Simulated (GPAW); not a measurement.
Consider Rh (Rhodium, Fm-3m).

```xyz
1
Lattice="0.0000 1.8979 1.8979 1.8979 0.0000 1.8979 1.8979 1.8979 0.0000" Properties=species:S:1:pos:R:3 pbc="T T T"
Rh    0.0000    0.0000    0.0000
```

Absorber: atom 1, with 12 Rh at 2.68 Å (cuboctahedral, site symmetry m-3m). Method: GPAW, PBE, excited-electron core hole (neutral cell), 13-atom cell with 6.0 Å between holes, 5×5×5 k points, dipole transitions, Gaussian full width 2.13 eV up to 4 eV, rising linearly to 3.5 eV at 25 eV.

The database entry behind the starting cell differs from later determinations by our own check (an axis about 0.2 % short against later determinations), so it need not match the best structure at ambient conditions.

**Question.** Predict the near-edge structure at the Rh L₃ edge.

Main maxima up to 30 eV above the zero (height): 0.4 eV (2.81), 15.4 eV (1.24), 22.4 eV (0.93) and 29.2 eV (1.16). At an L edge the dipole rule selects empty d (and weakly s) states on the absorber, and the strong line at the onset measures the empty part of its d band. 

The Rh L₃ spectrum (energy from the lowest empty level; intensity scaled to a mean of 1 over the first 20 eV):

```csv
E (eV),intensity
-2.0,0.11
-1.5,0.37
-1.0,0.92
-0.5,1.75
0.0,2.54
0.5,2.80
1.0,2.45
1.5,1.79
2.0,1.22
2.5,0.91
3.0,0.80
3.5,0.76
4.0,0.73
4.5,0.69
5.0,0.65
5.5,0.60
6.0,0.55
6.5,0.51
7.0,0.50
7.5,0.54
8.0,0.63
8.5,0.73
9.0,0.80
9.5,0.81
10.0,0.80
10.5,0.79
11.0,0.82
11.5,0.89
12.0,1.00
12.5,1.09
13.0,1.16
13.5,1.20
14.0,1.21
14.5,1.23
15.0,1.24
15.5,1.24
16.0,1.22
16.5,1.17
17.0,1.10
17.5,1.00
18.0,0.89
18.5,0.78
19.0,0.68
19.5,0.63
20.0,0.63
20.5,0.68
21.0,0.76
21.5,0.85
22.0,0.91
22.5,0.93
23.0,0.90
23.5,0.84
24.0,0.75
24.5,0.68
25.0,0.64
25.5,0.64
26.0,0.68
26.5,0.75
27.0,0.85
27.5,0.95
28.0,1.04
28.5,1.11
29.0,1.15
29.5,1.15
30.0,1.12
30.5,1.06
31.0,0.98
31.5,0.88
32.0,0.79
```

Only the L₃ part is meant: spin–orbit coupling of the core level isn't computed and the L₂ copy isn't added. The script folds with a Gaussian, whereas the core hole's own line is a Lorentzian, so the onset is too steep and the first peak too high. The holes are only 6.0 Å apart, so the shape is probably not converged with cell size; no larger cell was run here. The structure is a published determination, not relaxed.

[Banner, clock and machine lines of the logs are left out without a mark of their own.]

[Logs are printed without paths, hosts, clocks, repeated set-up lines and the standing remarks that a program may print on its own settings, such as how far it seeks lower states.]

[Hosts, paths, dates, database ids (printed as entryN), source tags and the programs' standing remarks are cut or masked in the printed files.]

[Lists of maxima count a maximum above −3 eV only where it reaches 4 % of the highest in the window and stands out from its surroundings by 2 % of it (1.5 % where it reaches 55 %); shoulders and weaker maxima are passed over, and of the rest the first, up to two pre-edge ones and the few strongest are named.]
